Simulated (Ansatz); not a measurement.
# YMg6In, from a guessed structure to a relaxed one

Starting from a made-up structure for YMg6In, the aim is the relaxed cell, its shortest contacts and, where a second run follows, its electronic structure.

Calculated with Ansatz 0.2.0; DFT, r2SCAN, plane-wave PAW, files of the set soft_1, scalar-relativistic, no spin, cell and ions relaxed at zero pressure; PAW set soft_1.

## Step 1: Starting point

Symmetry: Amm2, No. 38, orthorhombic system. The conventional cell has a = 5.205 Å, b = 6.605 Å, c = 11.897 Å, α = 90.00°, β = 90.00°, γ = 90.00°. Nearest to In lie 10 Mg at 3.23 to 3.44 Å and 2 Y at 3.30 Å. Y has 10 Mg at 3.27 to 3.46 Å and 2 In at 3.30 Å nearest. Nearest to Mg lie 10 Mg at 3.19 to 3.48 Å and 2 Y at 3.28 Å. Mg has 2 In at 3.24 Å and 10 Mg at 3.29 to 3.44 Å nearest. Mg has 2 In at 3.23 Å and 8 Mg at 3.23 to 3.48 Å and 2 Y at 3.27 Å nearest. Mg has 8 Mg at 3.16 to 3.45 Å and 2 Y at 3.34 to 3.46 Å and 2 In at 3.37 to 3.44 Å nearest. Farther neighbours are not listed.

As a file:

```cif
data_structure
_symmetry_space_group_name_H-M 'Amm2'
_symmetry_Int_Tables_number 38
_cell_length_a 5.2050
_cell_length_b 6.6050
_cell_length_c 11.8970
_cell_angle_alpha 90.000
_cell_angle_beta 90.000
_cell_angle_gamma 90.000
_cell_volume 409.01
loop_
_atom_site_label
_atom_site_type_symbol
_atom_site_symmetry_multiplicity
_atom_site_Wyckoff_symbol
_atom_site_fract_x
_atom_site_fract_y
_atom_site_fract_z
_atom_site_occupancy
In1 In 2 b 0.50000 0.00000 0.16860 1
Y1 Y 2 b 0.50000 0.50000 0.17100 1
Mg1 Mg 2 a 0.00000 0.50000 0.33880 1
Mg2 Mg 2 a 0.00000 0.00000 0.33110 1
Mg3 Mg 4 d 0.00000 0.24420 0.08340 1
Mg4 Mg 4 e 0.50000 0.73900 0.41840 1
```

## Step 2: Relaxation of the guess

The guess takes its coordinates from another compound and its volume from a rule, so the cell and any free coordinates are relaxed together.

File input.yaml:

```yaml
crystal:
  lattice:
    - [5.205, 0.0, 0.0]
    - [0.0, 3.3025, 5.9485]
    - [0.0, -3.3025, 5.9485]
  atoms:
    - { symbol: In, position: [0.5, 0.1686, 0.1686] }
    - { symbol: "Y", position: [0.5, 0.671, 0.671] }
    - { symbol: Mg, position: [0.0, 0.8388, 0.8388] }
    - { symbol: Mg, position: [0.0, 0.3311, 0.3311] }
    - { symbol: Mg, position: [0.0, 0.3276, 0.8392] }
    - { symbol: Mg, position: [0.0, 0.8392, 0.3276] }
    - { symbol: Mg, position: [0.5, 0.1574, 0.6794] }
    - { symbol: Mg, position: [0.5, 0.6794, 0.1574] }
kpoints:
  mp_grid: { grid: [5, 5, 5] }
scf:
  occupations: { method: fermi_dirac, width: 0.05 }
hamiltonian:
  xc: r2scan
  pseudopotentials: { kind: paw, azcp: { folder: soft_1 } }
relax:
  f_tol: 0.015
  max_steps: 70
  cell: {}
output:
  forces: true
  stress: true
```

Started as:

```sh
$ ansatz run input.yaml --threads 4 --pin off --max-ram 10240MiB --backend cpu --events-out ev --progress --plain --runs-dir out
```

Numbers of over 12 decimals in the logs are rounded to 6 here.

Output:

```text
Engine: ansatz 0.2.0, aarch64-unknown-linux-gnu
Pseudopotentials: kind: paw
Pseudopotential: In, paw, valence charge 13, recommended cutoff 500 eV (meta_gga), soft_1/In.paw.azcp
Pseudopotential: Y, paw, valence charge 11, recommended cutoff 500 eV (meta_gga), soft_1/Y.paw.azcp
Pseudopotential: Mg, paw, valence charge 10, recommended cutoff 500 eV (meta_gga), soft_1/Mg.paw.azcp
Functional definition: r2SCAN
  parameter k0 = 0.174
  parameter k1 = 0.065
  parameter a1 = 4.9479
  exchange = r2scan_x(k0 = k0, k1 = k1, a1 = a1)
  correlation = r2scan_c
Crystal: 8 atoms, lattice volume = 204.504 Å³
Basis set: ecut = 500 eV, 5207 PW (Γ), exchange–correlation on 160×200×200 points (64 copies of the dense FFT grid, shifted against one another)
Bands: 51, of which v1, the nominal top of the filled ones, is band 42 counted from 1 (41 counted from 0)
Symmetry: 4 space group operations
Space group: Amm2 (ITA 38), of the structure as read, at distance tolerance 5.9e-5 Å
k-points: 27 of 125 (time reversal used)
Non-local potential: In, projectors of the file, l = 0: 2, l = 1: 2, l = 2: 2, l = 3: 1
Non-local potential: Y, projectors of the file, l = 0: 3, l = 1: 2, l = 2: 2, l = 3: 1
Non-local potential: Mg, projectors of the file, l = 0: 3, l = 1: 2, l = 2: 1
PAW form: soft (Blöchl's): semilocal exchange-correlation on the pseudo side does not see the compensation charge
PAW frozen core: In, regenerated for the run's functional (the file was generated under x = pbe(κ = 0.804, μ = 0.219515), c = pbe(β = 0.066725))
PAW frozen core: Y, regenerated for the run's functional (the file was generated under x = pbe(κ = 0.804, μ = 0.219515), c = pbe(β = 0.066725))
PAW frozen core: Mg, regenerated for the run's functional (the file was generated under x = pbe(κ = 0.804, μ = 0.219515), c = pbe(β = 0.066725))
PAW one-centre angular grid: In, 590 points (default); XC on 160 Gauss nodes
PAW one-centre angular grid: Y, 590 points (default); XC on 160 Gauss nodes
PAW one-centre angular grid: Mg, 302 points (default); XC on 224 Gauss nodes
Initial density: superposition of atomic densities (chi_scale 0.1, normalization cell, long waves kept (reshape's long-wave potential 0.00 eV rms))
Initial wavefunctions: pseudopotential atomic-orbital guess
Functional: x = r2scan, c = r2scan; τ floored in thin density (d = 2e-4 eV/Å³)
SCF iter   1: F=—  HF=-21031.077545 eV  |F-HF|=—  |Δ(HF+E_count)|=         —  Δρ=2.60e-2  dr2=4.76e0  dr2_τ=3.92e-2  ethr=3.10e-3  ⟨swp⟩=8.2  Hψ=5282  notcnv=0  defer=1
preconditioner: auto → Kerker (q_TF=auto, 2.352 Å⁻¹)  [metal: Δε(μ)=0.029 eV  Ē_g=8.190 eV  σ=0.050 eV  W_gap=0.14  n_scr=44 (ndim 8)  ℏωp=13.7 eV  f_vac=0.000  D(μ)=5.66/eV (n_scr^D=40)]
SCF iter   2: F=—  HF=-21030.717515 eV  |F-HF|=—  |Δ(HF+E_count)|=   3.60e-1  Δρ=1.48e-2  dr2=1.30e0  dr2_τ=2.04e-2  ethr=3.10e-3  ⟨swp⟩=2.6  Hψ=2207  notcnv=0  defer=35
SCF iter   3: F=—  HF=-21030.690975 eV  |F-HF|=—  |Δ(HF+E_count)|=   2.65e-2  Δρ=5.36e-3  dr2=1.53e-1  dr2_τ=4.97e-3  ethr=1.55e-3  ⟨swp⟩=2.6  Hψ=1739  notcnv=0  defer=35
SCF iter   4: F=—  HF=-21030.674206 eV  |F-HF|=—  |Δ(HF+E_count)|=   1.68e-2  Δρ=9.94e-4  dr2=3.47e-3  dr2_τ=1.94e-5  ethr=1.83e-4  ⟨swp⟩=2.9  Hψ=2049  notcnv=0  defer=37
SCF iter   5: F=—  HF=-21030.674003 eV  |F-HF|=—  |Δ(HF+E_count)|=   2.03e-4  Δρ=2.88e-4  dr2=2.30e-4  dr2_τ=9.79e-6  ethr=4.13e-6  ⟨swp⟩=2.0  Hψ=1859  notcnv=0  defer=37
SCF iter   6: F=—  HF=-21030.673952 eV  |F-HF|=—  |Δ(HF+E_count)|=   5.09e-5  Δρ=7.88e-5  dr2=2.16e-5  dr2_τ=3.07e-7  ethr=2.74e-7  ⟨swp⟩=2.0  Hψ=2317  notcnv=0  defer=37
SCF iter   7: F=—  HF=-21030.673899 eV  |F-HF|=—  |Δ(HF+E_count)|=   5.28e-5  Δρ=1.98e-5  dr2=1.89e-6  dr2_τ=3.08e-8  ethr=2.58e-8  ⟨swp⟩=2.0  Hψ=1595  notcnv=0  defer=37
SCF iter   8: F=—  HF=-21030.673899 eV  |F-HF|=—  |Δ(HF+E_count)|=   1.61e-7  Δρ=4.50e-6  dr2=1.22e-7  dr2_τ=4.50e-9  ethr=2.25e-9  ⟨swp⟩=2.0  Hψ=1567  notcnv=0  defer=37
SCF iter   9: F=-21030.673899 eV  HF=-21030.673899 eV  |F-HF|=2.60e-9  |Δ(HF+E_count)|=   1.83e-8  Δρ=1.39e-6  dr2=3.72e-9  dr2_τ=7.10e-10  ethr=1.19e-10  ⟨swp⟩=4.0  Hψ=4231  notcnv=0
SCF 1 converged in 9 iterations: F = -21030.673899 eV  dr2 = 3.72e-9
  greatest PAW one-centre occupation: 1.000 electrons in one spin orbital (limit 2), on the Mg atom at site 2 (counted from 0), in its partial waves of l = 0
relax step   1: F+E_penalty+E_count = -21030.67389925 eV  Δ(F+E_penalty+E_count) = +0.000e0 eV  max|allowed force component| = 2.072e-1 eV/Å  Δτ_max = 0.0000 Å  P = -2.487 GPa  Ω = 204.504 Å³  (9 SCF iters, dr2 threshold 1.00e-7 eV, accepted)
Crystal: 8 atoms, lattice volume = 190.967 Å³
Basis set: ecut = 500 eV, 4865 PW (Γ), exchange–correlation on 160×200×200 points (64 copies of the dense FFT grid, shifted against one another)
Initial density: handed on by an earlier stage of this run
Initial wavefunctions: those handed on with the density
iter 1 solved again at ethr=8.05e-5 eV; its pass at ethr=3.10e-3 eV (dr2=6.76e-2 eV) is discarded
SCF iter   1: F=—  HF=-21030.459299 eV  |F-HF|=—  |Δ(HF+E_count)|=         —  Δρ=2.88e-3  dr2=6.75e-2  dr2_τ=1.76e-1  ethr=8.05e-5  ⟨swp⟩=2.3  Hψ=6475  notcnv=0
preconditioner: auto → Kerker (q_TF=auto, 2.379 Å⁻¹)  [metal: Δε(μ)=0.044 eV  Ē_g=5.025 eV  σ=0.050 eV  W_gap=0.21  n_scr=44 (ndim 8)  ℏωp=11.4 eV  f_vac=0.000  D(μ)=5.18/eV (n_scr^D=28)]
SCF iter   2: F=—  HF=-21030.836791 eV  |F-HF|=—  |Δ(HF+E_count)|=   3.77e-1  Δρ=1.94e-3  dr2=2.36e-2  dr2_τ=4.24e-4  ethr=8.04e-5  ⟨swp⟩=2.7  Hψ=2723  notcnv=0
SCF iter   3: F=—  HF=-21030.834112 eV  |F-HF|=—  |Δ(HF+E_count)|=   2.68e-3  Δρ=4.92e-4  dr2=9.18e-4  dr2_τ=7.02e-5  ethr=2.82e-5  ⟨swp⟩=2.0  Hψ=1804  notcnv=0
SCF iter   4: F=—  HF=-21030.834248 eV  |F-HF|=—  |Δ(HF+E_count)|=   1.36e-4  Δρ=2.02e-4  dr2=1.43e-4  dr2_τ=6.57e-6  ethr=1.09e-6  ⟨swp⟩=2.0  Hψ=1831  notcnv=0
SCF iter   5: F=—  HF=-21030.834184 eV  |F-HF|=—  |Δ(HF+E_count)|=   6.43e-5  Δρ=4.40e-5  dr2=5.79e-6  dr2_τ=1.98e-7  ethr=1.70e-7  ⟨swp⟩=2.0  Hψ=1818  notcnv=0
SCF iter   6: F=-21030.834184 eV  HF=-21030.834184 eV  |F-HF|=1.58e-7  |Δ(HF+E_count)|=   3.41e-7  Δρ=1.34e-5  dr2=5.02e-7  dr2_τ=1.14e-8  ethr=9.52e-10  ⟨swp⟩=5.0  Hψ=4955  notcnv=0
SCF 2 converged in 6 iterations: F = -21030.834184 eV  dr2 = 5.02e-7
relax step   2: F+E_penalty+E_count = -21030.83418427 eV  Δ(F+E_penalty+E_count) = -1.603e-1 eV  max|allowed force component| = 9.347e-2 eV/Å  Δτ_max = 0.0719 Å  P = +0.023 GPa  Ω = 190.967 Å³  energy of the carried Pulay correction = +1.916e-3 eV  (6 SCF iters, dr2 threshold 8.00e-7 eV, accepted)
Crystal: 8 atoms, lattice volume = 190.334 Å³
Basis set: ecut = 500 eV, 4853 PW (Γ), exchange–correlation on 160×200×200 points (64 copies of the dense FFT grid, shifted against one another)
iter 1 solved again at ethr=2.92e-6 eV; its pass at ethr=3.10e-3 eV (dr2=2.45e-3 eV) is discarded
SCF iter   1: F=—  HF=-21030.727664 eV  |F-HF|=—  |Δ(HF+E_count)|=         —  Δρ=1.33e-3  dr2=2.39e-3  dr2_τ=1.49e-1  ethr=2.92e-6  ⟨swp⟩=2.9  Hψ=6732  notcnv=0
preconditioner: auto → Kerker (q_TF=auto, 2.381 Å⁻¹)  [metal: Δε(μ)=0.023 eV  Ē_g=5.058 eV  σ=0.050 eV  W_gap=0.12  n_scr=44 (ndim 8)  ℏωp=11.4 eV  f_vac=0.000  D(μ)=4.44/eV (n_scr^D=26)]
SCF iter   2: F=—  HF=-21030.845483 eV  |F-HF|=—  |Δ(HF+E_count)|=   1.18e-1  Δρ=9.83e-4  dr2=1.85e-3  dr2_τ=5.37e-5  ethr=2.85e-6  ⟨swp⟩=3.0  Hψ=3082  notcnv=0
SCF iter   3: F=—  HF=-21030.845819 eV  |F-HF|=—  |Δ(HF+E_count)|=   3.36e-4  Δρ=4.66e-4  dr2=5.87e-4  dr2_τ=8.38e-6  ethr=2.20e-6  ⟨swp⟩=1.2  Hψ=1384  notcnv=0
SCF iter   4: F=—  HF=-21030.845893 eV  |F-HF|=—  |Δ(HF+E_count)|=   7.47e-5  Δρ=8.85e-5  dr2=2.30e-5  dr2_τ=4.05e-7  ethr=6.98e-7  ⟨swp⟩=2.0  Hψ=1784  notcnv=0
SCF iter   5: F=—  HF=-21030.845843 eV  |F-HF|=—  |Δ(HF+E_count)|=   5.02e-5  Δρ=2.40e-5  dr2=1.34e-6  dr2_τ=9.76e-8  ethr=2.73e-8  ⟨swp⟩=2.0  Hψ=2351  notcnv=0
SCF iter   6: F=-21030.845843 eV  HF=-21030.845843 eV  |F-HF|=1.81e-8  |Δ(HF+E_count)|=   1.43e-7  Δρ=1.10e-5  dr2=2.35e-7  dr2_τ=1.57e-8  ethr=6.50e-10  ⟨swp⟩=4.0  Hψ=4748  notcnv=0
SCF 3 converged in 6 iterations: F = -21030.845843 eV  dr2 = 2.35e-7
relax step   3: F+E_penalty+E_count = -21030.84584313 eV  Δ(F+E_penalty+E_count) = -1.166e-2 eV  max|allowed force component| = 6.382e-2 eV/Å  Δτ_max = 0.0496 Å  P = +0.151 GPa  Ω = 190.334 Å³  energy of the carried Pulay correction = +2.010e-3 eV  (6 SCF iters, dr2 threshold 5.46e-7 eV, accepted)
[...]
relax step   4: F+E_penalty+E_count = -21030.85147701 eV  Δ(F+E_penalty+E_count) = -5.634e-3 eV  max|allowed force component| = 3.634e-2 eV/Å  Δτ_max = 0.0547 Å  P = +0.113 GPa  Ω = 190.599 Å³  energy of the carried Pulay correction = +1.971e-3 eV  (7 SCF iters, dr2 threshold 4.98e-7 eV, accepted)
[...]
relax step   5: F+E_penalty+E_count = -21030.85271137 eV  Δ(F+E_penalty+E_count) = -1.234e-3 eV  max|allowed force component| = 1.343e-2 eV/Å  Δτ_max = 0.0187 Å  P = -0.014 GPa  Ω = 191.157 Å³  energy of the carried Pulay correction = +1.888e-3 eV  (6 SCF iters, dr2 threshold 1.37e-7 eV, accepted)
[...]
relax step   6: F+E_penalty+E_count = -21030.85282463 eV  Δ(F+E_penalty+E_count) = -1.133e-4 eV  max|allowed force component| = 5.066e-3 eV/Å  Δτ_max = 0.0024 Å  P = +0.001 GPa  Ω = 191.109 Å³  energy of the carried Pulay correction = +1.895e-3 eV  (7 SCF iters, dr2 threshold 9.74e-9 eV, accepted)
Initial wavefunctions: pseudopotential atomic-orbital guess (no wavefunctions were taken with the density)
iter 1 solved again at ethr=3.35e-8 eV; its pass at ethr=3.10e-3 eV (dr2=2.81e-5 eV) is discarded
SCF iter   1: F=—  HF=-21030.850818 eV  |F-HF|=—  |Δ(HF+E_count)|=         —  Δρ=5.79e-5  dr2=6.01e-7  dr2_τ=7.03e-6  ethr=3.35e-8  ⟨swp⟩=4.0  Hψ=9446  notcnv=0
SCF iter   2: F=—  HF=-21030.850774 eV  |F-HF|=—  |Δ(HF+E_count)|=   4.46e-5  Δρ=3.03e-5  dr2=1.90e-7  dr2_τ=1.84e-7  ethr=7.15e-10  ⟨swp⟩=2.0  Hψ=2521  notcnv=0
SCF iter   3: F=—  HF=-21030.850774 eV  |F-HF|=—  |Δ(HF+E_count)|=   6.30e-7  Δρ=5.58e-6  dr2=1.16e-8  dr2_τ=5.52e-9  ethr=2.27e-10  ⟨swp⟩=2.0  Hψ=2268  notcnv=0
SCF iter   4: F=—  HF=-21030.850774 eV  |F-HF|=—  |Δ(HF+E_count)|=   2.55e-8  Δρ=4.97e-7  dr2=5.04e-10  dr2_τ=4.52e-11  ethr=1.38e-11  ⟨swp⟩=2.0  Hψ=2514  notcnv=0
SCF iter   5: F=—  HF=-21030.850774 eV  |F-HF|=—  |Δ(HF+E_count)|=  2.62e-10  Δρ=1.96e-7  dr2=1.18e-10  dr2_τ=1.83e-12  ethr=1.00e-12  ⟨swp⟩=4.0  Hψ=4236  notcnv=0
SCF iter   6: F=-21030.850774 eV  HF=-21030.850774 eV  |F-HF|=1.09e-11  |Δ(HF+E_count)|=  2.55e-11  Δρ=5.26e-8  dr2=1.02e-11  dr2_τ=3.23e-13  ethr=1.00e-12  ⟨swp⟩=4.0  Hψ=4226  notcnv=0
SCF 7 converged in 6 iterations: F = -21030.850774 eV  dr2 = 1.02e-11
relax step   7: F+E_penalty+E_count = -21030.85077424 eV  Δ(F+E_penalty+E_count) = +2.050e-3 eV  max|allowed force component| = 5.069e-3 eV/Å  Δτ_max = 0.0000 Å  P = +0.004 GPa  Ω = 191.109 Å³  stress off target by 2.01e-2 GPa  SCF on the basis re-selected at this cell (its energy is not comparable with the rows above)  (6 SCF iters)
basis re-selected at this cell: Δ(F+E_penalty+E_count) = +2.050e-3 eV, ΔP = +0.003 GPa vs the last step (what re-selecting the basis moved, of the pressure what is left beyond the Pulay correction that the steps carried, after the strain that the cell walked since its last selection, with what the two solves' SCF thresholds leave and, on support functions, any second-order correction that the steps lacked; it is no m [...]
SCF converged after 6 iterations
Free energy (F): -21030.850774 eV
Harris-Foulkes:  -21030.850774 eV  (|F-HF|=1.09e-11)
Internal energy: -21030.818612 eV  (E = F + TS)
E sigma→0 (E₀):  -21030.834693 eV
Entropy (-TS):   -0.032162 eV (-4.020 meV/atom)
Fermi energy:    7.044860 eV
--- Per-component energies (eV) ---
  E_band       = -2365.988826
  E_kinetic    = 946.104918
  E_local      = -11884.614762  (includes V_loc(G=0)·N_el)
  E_nonlocal   = 1527.520036
  E_hartree    = 4110.961731
  E_xc         = -450.123858
  E_vxc        = -533.913168  (∫ρ·V_xc dr)
  E_paw        = -8895.858766  (= ΣΔE_a)
  E_vpaw       = -675.485288  (= ΣTr[D̂ρ^β])
  E_aug_tail   = -0.000206  (compensation charges beyond the density's cutoff)
  E_vtau       = 32.476158  (kinetic-family band-sum trace: ∫τ·v_τ [+ j·A + Jᵃ·Aᵃ] dr)
  E_ewald      = -6385.462055
  E_core_change = 0.654349  (= ΣΔE_core)
  E_smearing   = -0.032162  (= −TS)
  E_closure    = 0.000000  (closes the sum)
  Σ components = -21030.850774   (vs F -21030.850774, Δ=0.00e0)
--- Forces (eV/Å), atoms counted from 1 ---
  atom   1  In     0.00000000     0.00000000    -0.00506791
  atom   2  Y     -0.00000000     0.00000000     0.00408672
  atom   3  Mg     0.00000000     0.00000000    -0.00295158
  atom   4  Mg     0.00000000    -0.00000000    -0.00050091
  atom   5  Mg     0.00000000     0.00019127    -0.00025310
  atom   6  Mg     0.00000000    -0.00019127    -0.00025310
  atom   7  Mg    -0.00000000     0.00333179     0.00247395
  atom   8  Mg     0.00000000    -0.00333179     0.00247395
  max |Σ_I F_I| component: 8.03e-6 eV/Å
--- Stress (GPa, compression-positive) ---
        0.005807       0.000000       0.000000
        0.000000       0.020099      -0.000000
        0.000000      -0.000000      -0.013688
  P = ⅓ Tr σ = 0.0041 GPa (0.041 kbar)
--- Relaxed structure (6 steps of the walk, 6 accepted, 1 SCFs on fresh bases) ---
  F+E_penalty+E_count = -21030.85077424 eV   max|allowed force component| = 5.069e-3 eV/Å   (the final SCF, on the basis selected at the relaxed cell)
  cell:  # Å, volume = 191.1088 Å³
    - [5.129097, 0.0, 0.0]
    - [0.0, 3.150577, 5.913161]
    - [0.0, -3.150577, 5.913161]
  atoms:
    - { symbol: In, position: [0.5, 0.164084, 0.164084] }
    - { symbol: Y, position: [0.5, 0.680441, 0.680441] }
    - { symbol: Mg, position: [0, 0.842333, 0.842333] }
    - { symbol: Mg, position: [0, 0.322064, 0.322064] }
    - { symbol: Mg, position: [0, 0.329479, 0.822841] }
    - { symbol: Mg, position: [0, 0.822841, 0.329479] }
    - { symbol: Mg, position: [0.5, 0.178363, 0.673496] }
    - { symbol: Mg, position: [0.5, 0.673496, 0.178363] }
```

The job ended after 71 s (4 threads of Arm Neoverse V2, shared host; peak memory 1 GiB; 4.6 min of CPU time).

Step by step:

```tsv
step	energy less that of the first step (eV)	largest force component (eV/Å)	pressure (GPa)	volume (Å³)
1	0.0000	0.2072	-2.49	204.50
2	-0.1603	0.0935	0.02	190.97
3	-0.1719	0.0638	0.15	190.33
4	-0.1776	0.0363	0.11	190.60
5	-0.1788	0.0134	-0.01	191.16
6	-0.1789	0.0051	0.00	191.11
7*	-0.1769	0.0051	0.00	191.11
```

Relaxation steps marked * repeat the geometry before them on a plane-wave basis chosen anew for their cell, so energy and pressure can jump there.

The run keeps the 4 symmetry operations that it works with, so distortions that break them were not tested.

```tsv
conventional cell, symmetrised	before	after	change
a (Å)	5.205	5.129	-1.5 %
b (Å)	6.605	6.301	-4.6 %
c (Å)	11.897	11.826	-0.6 %
volume (Å³/atom)	25.56	23.89	-6.5 %
```

The atoms that moved most (Å, as changes of fractional coordinates times the final cell):

```tsv
atom	dx	dy	dz	length
Mg7	0.000	0.085	0.089	0.123
Mg8	0.000	-0.085	0.089	0.123
Y2	0.000	0.000	0.112	0.112
Mg4	0.000	0.000	-0.107	0.107
Mg5	0.000	0.057	-0.086	0.103
Mg6	0.000	-0.057	-0.086	0.103
In1	0.000	0.000	-0.053	0.053
Mg3	0.000	0.000	0.042	0.042
```

Final coordinates:

```xyz
8
Lattice="5.1291 0.0000 0.0000 0.0000 3.1506 5.9132 0.0000 -3.1506 5.9132" Properties=species:S:1:pos:R:3 pbc="T T T"
In    2.5645    0.0000    1.9405
Y     2.5645    0.0000    8.0471
Mg    0.0000    0.0000    9.9617
Mg    0.0000    0.0000    3.8088
Mg    0.0000   -1.5544    6.8139
Mg    0.0000    1.5544    6.8139
Mg    2.5645   -1.5600    5.0372
Mg    2.5645    1.5600    5.0372
```

This step gave:

```yaml
free_energy: -21030.8508 eV
energy_at_zero_smearing: -21030.8347 eV
smearing_term_ts: 0.03216 eV
fermi_energy: 7.045 eV
electrons: 84
symmetry_operations: 4
pressure: 0.004073 GPa
```

Shortest distances by pair of elements, guess and relaxed (not always the same contact):

```tsv
pair	guess (Å)	relaxed (Å)
Mg–Mg	3.157	3.109
In–Y	3.303	3.157
In–Mg	3.225	3.173
Mg–Y	3.273	3.200
In–In	5.205	5.129
```

The relaxation ends with a largest force component of 0.0051 eV/Å and a pressure of 0.00 GPa.

## Step 3: Outcome

| Quantity | Value |
| --- | --- |
| space group, relaxed | Amm2 |
| conventional cell | a = 5.129, b = 6.301, c = 11.826 Å; α = 90.0°, β = 90.0°, γ = 90.0° |
| volume per atom | 23.89 Å³ (guess 25.56) |

YMg6In relaxes to Amm2 with a = 5.129, b = 6.301 and c = 11.826 Å. The guessed volume was 7 % too large. The space group Amm2 was held in the relaxation, so the end point is a stationary structure within it and may be a saddle against distortions or other arrangements. Mesh and cutoff weren't tested. No dispersion term is used, so weakly bound directions may come out too long. Nothing here tests whether the compound is stable against decomposition.

[Logs are printed without paths, hosts, clocks, repeated set-up lines and the standing remarks that a program may print on its own settings, such as how far it seeks lower states.]

[Hosts, paths, dates, database ids (printed as entryN), source tags and the programs' standing remarks are cut or masked in the printed files.]
